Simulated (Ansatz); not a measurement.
# What InB2 (built on the sites of a database entry of YAl2) distorts into, part 3 of 3

Which phase does InB2 (built on the sites of a database entry of YAl2) fall into along its unstable mode, and how much energy does it gain?

Ansatz 0.2.0; DFT PBEsol, scalar-relativistic, plane waves, norm-conserving pseudopotentials.

So far. Step 4 (The mode frozen in, largest atomic shift 0.6 Å): The run ends at a pressure of 0.19 GPa, with forces up to 4.4 eV/Å. Step 5 (Energy along the mode, all amplitudes (two of the runs …): The lowest of the steps tried is the last one, at 0.6 Å, 393 meV/atom below the parent; the bottom of the well need not coincide with a step.

The structure was built from a prototype and need not be the compound's stable phase.

### 7. The new phase in its own primitive cell (continued)

Step by step:

```csv
step,energy less that of the first step (eV),largest force component (eV/Å),pressure (GPa),volume (Å³)
1,0.0000,0.0192,0.07,90.26
2,0.0002,0.0587,0.04,89.92
3,-0.0002,0.0055,-0.07,90.22
4,-0.0003,0.0048,-0.01,90.08
5,-0.0003,0.0016,0.00,90.06
6,-0.0003,0.0004,0.00,90.06
7*,-0.0003,0.0004,0.00,90.06
```

Relaxation steps marked * repeat the geometry before them on a plane-wave basis chosen anew for their cell, so energy and pressure can jump there. Relaxation step 2 was tried and not accepted.

Forces are held to the 6 operations that the run works with; a distortion that breaks them can't arise in this run.

```csv
"conventional cell, symmetrised",before,after,change
a (Å),4.529,4.533,+0.1 %
b (Å),4.529,4.533,+0.1 %
c (Å),15.242,15.185,-0.4 %
volume (Å³/atom),15.04,15.01,-0.2 %
```

Final coordinates:

```xyz
6
Lattice="2.2663 1.3085 5.0615 -2.2663 1.3085 5.0615 0.0000 -2.6169 5.0615" Properties=species:S:1:pos:R:3 pbc="T T T"
In    0.0000    0.0000    4.5127
In    0.0000    0.0000    7.6263
B     1.4324   -0.8270   11.0932
B     0.0000    0.0000   11.1360
B    -1.4324   -0.8270   11.0932
B     0.0000    1.6540   11.0932
```

This step gave:

```
pressure        : -6.75e-4 GPa
volume per atom : 15.01 Å³
```

The largest force component left is 0.41 meV/Å and the pressure is -0.001 GPa, within the tolerances set. The cell now holds 15.01 Å³/atom.

### 8. Modes of the new phase, k-mesh 9×9×9

A relaxed structure may still be a saddle point, so its zone-centre modes are computed. No field response is asked, since the mesh shows no gap.

input.yaml reads:

```yaml
crystal:
  lattice:
    - [2.2663276879, 1.3084649007, 5.0615130031]
    - [-2.2663276879, 1.3084649007, 5.0615130031]
    - [0.0, -2.6169298014, 5.0615130031]
  atoms:
    - { symbol: In, position: [0.297190745, 0.297190745, 0.297190745] }
    - { symbol: In, position: [0.502238319, 0.502238319, 0.502238319] }
    - { symbol: B, position: [0.9412458327, 0.3091912916, 0.9412458327] }
    - { symbol: B, position: [0.7333750225, 0.7333750225, 0.7333750225] }
    - { symbol: B, position: [0.3091912916, 0.9412458327, 0.9412458327] }
    - { symbol: B, position: [0.9412458327, 0.9412458327, 0.3091912916] }
kpoints:
  mp_grid: { grid: [9, 9, 9] }
hamiltonian:
  xc: pbesol
  pseudopotentials: { kind: nc }
scf:
  occupations: { method: methfessel_paxton, width: 0.2 }
output:
  eigenvalues: true
phonons:
  method: dfpt
```

Launch:

```
$ ansatz run input.yaml --threads 8 --pin off --max-ram 14336MiB --backend cpu --events-out ev --progress --plain --runs-dir out
```

Numbers of over 12 decimals in the logs are rounded to 6 here.

What it wrote:

```text
[...]
Crystal: 6 atoms, lattice volume = 90.057 Å³
Basis set: ecut = 1034.032677 eV, 6819 PW (Γ), exchange–correlation on 120×120×120 points (8 copies of the dense FFT grid, shifted against one another)
Bands: 25, of which v1, the nominal top of the filled ones, is band 19 counted from 1 (18 counted from 0)
Symmetry: 6 space group operations
k-points: 365 of 729 (irreducible under 1 space group operation, time reversal used)
[...]
SCF iter   1: F=—  HF=-3929.549205 eV  |F-HF|=—  |Δ(HF+E_count)|=         —  Δρ=8.59e-2  dr2=1.71e1  ethr=3.10e-3  ⟨swp⟩=6.5  Hψ=48994  notcnv=0
[...]
SCF iter  12: F=-3924.361443 eV  HF=-3924.361443 eV  |F-HF|=2.73e-12  |Δ(HF+E_count)|=  1.36e-11  S|Δr|=    0.00e0  Δρ=7.57e-8  dr2=8.96e-12  ethr=1.00e-12  ⟨swp⟩=19.9  Hψ=87265  notcnv=0
SCF 1 converged in 12 iterations: F = -3924.361443 eV  dr2 = 8.96e-12
[...]
SCF converged after 12 iterations
[...]
Free energy (F): -3924.361443 eV
[...]
Internal energy: -3924.354512 eV  (E = F + TS)
E sigma→0 (E₀):  -3924.359711 eV
Entropy (-TS):   -0.006931 eV (-1.155 meV/atom)
Fermi energy:    8.208642 eV
[...]
--- Band table (eV; the first three rows and the last of 365) ---
  k-point 0: bands = [... 15 lower, 4.2482, 5.2233, 5.2233, 8.7952, 10.2973, 10.8749, 10.8749, 11.4489, ... 2 higher]
  k-point 1: bands = [... 15 lower, 4.1944, 5.5332, 5.7210, 8.9757, 9.2781, 10.1844, 10.3421, 12.1572, ... 2 higher]
  k-point 2: bands = [... 15 lower, 4.7351, 6.1219, 6.5996, 7.4869, 9.3598, 9.3794, 10.5685, 12.8227, ... 2 higher]
  k-point 364: bands = [... 15 lower, 5.8646, 6.4011, 7.5258, 8.0864, 8.1497, 8.6259, 10.4035, 12.4011, ... 2 higher]
[...]
k mesh reduced under 1 symmetry operation, with k and −k counted as one. Each operation leaves every solved perturbation unchanged. A smaller set is not used because it would not reduce the number of displacements times k-points to solve
  ASR residual: 5.059e-5 → 0.000e0 eV/Å²; symmetrization residual: 2.241e-5 eV/Å²
  ASR residual per site (eV/Å²): 5.06e-5 3.05e-5 1.61e-5 3.41e-6 1.61e-5 2.17e-5
[...]
```

Run time: 3.8 min. Hardware: 8 threads of Intel Xeon Platinum 8488C (Sapphire Rapids), shared host; peak memory 7.5 GiB; 30 min of CPU time.

Numbers from this step:

* sum-rule residual before enforcement: 5.06e-5 eV/Å²
* point group: 3m
* highest optical mode at the zone centre (no LO-TO term): 1189 cm⁻¹
* lowest optical zone-centre mode: 47.85 cm⁻¹

Patterns of degenerate modes are one choice out of their space. The modes at Γ (shares of kinetic energy by element, %):

```csv
mode,frequency (cm⁻¹),symmetry,In %,B %
1,0.0,acoustic,84,16
2,0.0,acoustic,84,16
3,0.0,acoustic,84,16
4,47.9,E,98,2
5,47.9,E,98,2
6,94.6,E,17,83
7,94.6,E,17,83
8,104.7,A1,16,84
9,127.8,A1,100,0
10,190.0,A2,0,100
11,245.3,E,0,100
12,245.3,E,0,100
13,328.2,A1,0,100
14,459.2,E,0,100
15,459.2,E,0,100
16,1005.7,E,0,100
17,1005.7,E,0,100
18,1188.8,A1,0,100
```

Displacements in mode 5 (47.9 cm⁻¹), the largest set to 1:
```
In1 -0.89  0.06  0.00
In2  1.00 -0.06  0.00
B3  -0.28  0.02  0.17
B4  -0.30  0.02  0.00
B5  -0.28  0.01 -0.16
B6  -0.27  0.02 -0.01
```

Displacements in mode 10 (190.0 cm⁻¹), the largest set to 1:
```
In1  0.00  0.00  0.00
In2  0.00  0.00  0.00
B3  -0.50 -0.87  0.00
B4   0.00  0.00  0.00
B5  -0.50  0.87  0.00
B6   1.00  0.00  0.00
```

Before it was imposed, the acoustic sum rule was missed by 5.1e-5 eV/Å². Small misses are needed for a sound result but don't prove that mesh and cutoff are converged. The lowest optical mode is real, 47.9 cm⁻¹.

### 9. Results

| Item | Value |
| --- | --- |
| unstable mode of the parent | q = (0, 0, 0), 512i cm⁻¹ |
| depth at the lowest point sampled | 393 meV/atom |
| largest atomic shift at that point | 0.6 Å |
| space group reached (within 0.01 Å) | R3m |
| energy gained over the parent (first relaxation, on the mesh of the frozen mode) | 1142 meV/atom |
| volume per atom, phase reached | 15.0 Å³ |
| lowest optical zone-centre mode, phase reached | 47.9 cm⁻¹ |
| highest optical mode at the zone centre (no LO-TO term), phase reached | 1189 cm⁻¹ |

Along this mode the structure falls into R3m, 1142 meV/atom below the parent. At the parent's cell the well is 393.1 meV/atom deep on the steps tried, with its lowest point at a shift of 0.6 Å. That is the last step tried, so the steps alone don't bracket the bottom of the well. Relaxing atoms and cell changes the gain by +748.41 meV/atom against the lowest step (energies at zero smearing). Most of the total comes from this relaxation. The new phase has no imaginary mode at the zone centre of its cell; other wavevectors were not checked. Of the 4 patterns followed to their end from this parent, this one ends 5.16 meV/atom above the lowest, P4/mmm. Each path keeps the symmetry of its pattern, so a lower phase may lie along a pattern not tried. With no gap, or one that is small against the smearing, the frequencies hang on the k mesh and the smearing, most of all near Kohn anomalies. The starting cell was built on a prototype and not taken from a measurement, so the phase need not exist.

[Logs are printed without paths, hosts, clocks, repeated set-up lines and the standing remarks that a program may print on its own settings, such as how far it seeks lower states.]

[Hosts, paths, dates, database ids (printed as entryN), source tags and the programs' standing remarks are cut or masked in the printed files.]
